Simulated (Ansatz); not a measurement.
# What Hf (model cell, started as body-centred cubic) distorts into, part 3 of 3

Which phase does Hf (model cell, started as body-centred cubic) fall into along its unstable mode, and how much energy does it gain?

Ansatz 0.2.0; DFT PBE, scalar-relativistic, plane waves, PAW; PAW set soft_1.

So far. Step 5 (Energy along the mode, all amplitudes (two of the runs …): The lowest of the steps tried is at 0.22 Å, 29.2 meV/atom below the parent; the bottom of the well need not coincide with a step. Step 7 (The new phase in its own primitive cell): The largest force component left is 0.90 meV/Å and the pressure is 0.000 GPa, within the tolerances set. The cell now holds 22.43 Å³/atom. The relaxed cell has a, b, c = 3.118, 11.722, 4.909 Å (conventional setting).

This is not the structure that Hf takes at ambient pressure and room temperature (hexagonal, No. 194); it is a model or a phase of other conditions.

## Step 8: Modes of the new phase, k-mesh 14×14×10

A relaxed structure may still be a saddle point, so its zone-centre modes are computed. No field response is asked, since the mesh shows no gap.

input.yaml reads:

```yaml
crystal:
  lattice:
    - [1.5589446877, -5.8610473208, 0.0]
    - [1.5589446877, 5.8610473208, 0.0]
    - [0.0, 0.0, 4.9087688036]
  atoms:
    - { symbol: Hf, position: [0.8213419603, 0.1786580397, 0.75] }
    - { symbol: Hf, position: [0.1786580397, 0.8213419603, 0.25] }
    - { symbol: Hf, position: [0.5667649949, 0.4332350051, 0.75] }
    - { symbol: Hf, position: [0.4332350051, 0.5667649949, 0.25] }
kpoints:
  mp_grid: { grid: [14, 14, 10] }
hamiltonian:
  xc: pbe
  pseudopotentials: { kind: paw, azcp: { folder: soft_1 } }
scf:
  occupations: { method: methfessel_paxton, width: 0.2 }
output:
  eigenvalues: true
phonons:
  method: dfpt
```

On the command line:

```console
$ ansatz run input.yaml --threads 4 --pin off --max-ram 16384MiB --backend cpu --events-out ev --progress --plain --runs-dir out
```

Numbers of over 12 decimals in the logs are rounded to 6 here.

What it wrote:

```text
zone centre: on kpoints.mp_grid the ground state, and the responses unless they are solved on pairs of k-points, stand on 342 of the mesh's 1960 k-points, reduced under 4 symmetry operations, with k and −k counted as one. Each operation leaves every solved displacement unchanged or reverses it
[...]
Crystal: 4 atoms, lattice volume = 89.703 Å³
Basis set: ecut = 420 eV, 1755 PW (Γ), exchange–correlation on 90×90×72 points (8 copies of the dense FFT grid, shifted against one another)
Bands: 63, of which v1, the nominal top of the filled ones, is band 52 counted from 1 (51 counted from 0)
Symmetry: 8 space group operations
k-points: 342 of 1960 (irreducible under 4 space group operations, time reversal used)
[...]
SCF iter   1: F=—  HF=-62889.111540 eV  |F-HF|=—  |Δ(HF+E_count)|=         —  Δρ=3.51e-2  dr2=1.44e0  ethr=3.10e-3  ⟨swp⟩=5.5  Hψ=65343  notcnv=0
[...]
SCF iter  14: F=-62888.639610 eV  HF=-62888.639610 eV  |F-HF|=7.28e-12  |Δ(HF+E_count)|=    0.00e0  S|Δr|=    0.00e0  Δρ=3.72e-8  dr2=1.37e-12  ethr=1.00e-12  ⟨swp⟩=8.6  Hψ=138306  notcnv=0
SCF 1 converged in 14 iterations: F = -62888.639610 eV  dr2 = 1.37e-12
[...]
DFPT response loops at Γ: preconditioner auto → Kerker (q_TF=auto, 2.796 Å⁻¹) (partly filled bands, converged f_vac=0.000); β = 1.00, the filter's whole step (`scf.mixing.beta` (0.50) is not read by the response loops under this deck's `scf.mixing.preconditioner`; to damp them name `kerker` or `kerker_dos`, under which they read `scf.mixing.beta`, and type it under 1.00, their step now; both keys bind the ground state too); Broyden in place of MSR1
SCF converged after 14 iterations
[...]
Free energy (F): -62888.639610 eV
[...]
Internal energy: -62888.638204 eV  (E = F + TS)
E sigma→0 (E₀):  -62888.639258 eV
Entropy (-TS):   -0.001406 eV (-0.352 meV/atom)
Fermi energy:    17.925784 eV
[...]
--- Band table (eV; the first three rows and the last of 342) ---
  k-point 0: bands = [... 48 lower, 16.6509, 17.0709, 17.0733, 17.6805, 18.9857, 19.1226, 19.1486, 19.9878, ... 7 higher]
  k-point 1: bands = [... 48 lower, 16.8706, 17.0166, 17.1113, 17.8804, 18.7948, 19.0752, 19.0871, 20.0278, ... 7 higher]
  k-point 2: bands = [... 48 lower, 17.0320, 17.2220, 17.3411, 18.2412, 18.4779, 18.8650, 18.9132, 19.9137, ... 7 higher]
  k-point 341: bands = [... 48 lower, 17.2229, 17.2229, 17.5269, 17.5269, 18.0249, 18.0249, 19.0216, 19.0216, ... 7 higher]
--- Phonons (Γ-DFPT): 6 representative perturbations + reference, on 342 of 1960 k-points (Σ response iterations 20) ---
  k mesh reduced under 4 symmetry operations, with k and −k counted as one. Each operation leaves every solved displacement unchanged or reverses it
  ASR residual: 6.924e-5 → 0.000e0 eV/Å²; symmetrization residual: 7.435e-6 eV/Å²
  ASR residual per site (eV/Å²): 6.92e-5 6.92e-5 2.20e-5 2.20e-5
  Γ frequencies (cm⁻¹): 0.00 0.00 0.00 51.04 62.14 85.88 87.61 93.75 98.64 119.27 122.73 125.29
  non-analytic LO–TO correction: not included (Born effective charges unavailable; polar crystals: no LO–TO splitting at Γ)
```

Elapsed: 7.4 min, on 4 threads of Arm Neoverse V2, shared host; peak memory 5.3 GiB; 29 min of CPU time.

Numbers from this step:

```yaml
sum_rule_residual_before_enforcement: 6.92e-5 eV/Å²
point_group: mmm
highest_optical_mode_at_the_zone_centre_no_lo_to_term: 125.3 cm⁻¹
lowest_optical_zone_centre_mode: 51.04 cm⁻¹
```

Patterns of degenerate modes are one choice out of their space. Modes at Γ:

| mode | frequency (cm⁻¹) | symmetry |
| --- | --- | --- |
| 1 | 0.0 | acoustic |
| 2 | 0.0 | acoustic |
| 3 | 0.0 | acoustic |
| 4 | 51.0 | B1g |
| 5 | 62.1 | B3g |
| 6 | 85.9 | Ag |
| 7 | 87.6 | B1u |
| 8 | 93.8 | B3u |
| 9 | 98.6 | B1g |
| 10 | 119.3 | Ag |
| 11 | 122.7 | B3g |
| 12 | 125.3 | B2u |

Displacements in mode 4 (51.0 cm⁻¹), the largest set to 1:
```
Hf1 -0.73  0.00  0.00
Hf2  0.73  0.00  0.00
Hf3  1.00  0.00  0.00
Hf4 -1.00  0.00  0.00
```

Displacements in mode 8 (93.8 cm⁻¹), the largest set to 1:
```
Hf1  1.00  0.00  0.00
Hf2  1.00  0.00  0.00
Hf3 -1.00  0.00  0.00
Hf4 -1.00  0.00  0.00
```

Before it was imposed, the acoustic sum rule was missed by 6.9e-5 eV/Å². Small misses are needed for a sound result but don't prove that mesh and cutoff are converged. The lowest optical mode is real, 51.0 cm⁻¹.

## Step 9: The phases reached

The phases reached along the modes that were followed are set side by side.

Energies are those of the first relaxation, on the mesh of the frozen mode; space group, volume and gap are those of the last relaxation. Phases, by row:

| mode frozen in | space group | energy from parent (meV/atom) | volume (Å³/atom) | gap on mesh (eV) | lowest zone-centre optical mode (cm⁻¹) | largest shift (Å) |
| --- | --- | --- | --- | --- | --- | --- |
| parent | Im-3m | 0 | 22.26 | 0 | – | – |
| q = (0, 0, -0.5), 91i cm⁻¹ | P6_3/mmc | -180.3 | 22.53 | 0 | 81.6 | 0.463 |
| q = (0, 0.25, 0.25), 56i cm⁻¹ | Cmcm | -132.8 | 22.43 | 0 | 51 | 0.587 |

## Step 10: What came out

```yaml
unstable_mode_of_the_parent: q = (0, 0.25, 0.25), 56i cm⁻¹
depth_at_the_lowest_point_sampled: 29.2 meV/atom
largest_atomic_shift_at_that_point: 0.22 Å
space_group_reached_within_0p01_a: Cmcm
energy_gained_over_the_parent_first_relaxation_on_the_mesh_of_the_frozen_mode: 133 meV/atom
volume_per_atom_phase_reached: 22.4 Å³
lowest_optical_zone_centre_mode_phase_reached: 51.0 cm⁻¹
highest_optical_mode_at_the_zone_centre_no_lo_to_term_phase_reached: 125 cm⁻¹
```

Along this mode the structure falls into Cmcm, 133 meV/atom below the parent. At the parent's cell the well is 29.25 meV/atom deep on the steps tried, with its lowest point at a shift of 0.22 Å. Relaxing atoms and cell changes the gain by +103.56 meV/atom against the lowest step (energies at zero smearing). Most of the total comes from this relaxation. The new phase has no imaginary mode at the zone centre of its cell; other wavevectors were not checked. Of the 2 patterns followed to their end from this parent, this one ends 47.5 meV/atom above the lowest, P6_3/mmc. Each path keeps the symmetry of its pattern, so a lower phase may lie along a pattern not tried. With no gap, or one that is small against the smearing, the frequencies hang on the k mesh and the smearing, most of all near Kohn anomalies. Spin-orbit coupling is left out, which can matter for the heavy elements here. The starting cell was built on a prototype and not taken from a measurement, so the phase need not exist.

[Logs are printed without paths, hosts, clocks, repeated set-up lines and the standing remarks that a program may print on its own settings, such as how far it seeks lower states.]

[Hosts, paths, dates, database ids (printed as entryN), source tags and the programs' standing remarks are cut or masked in the printed files.]
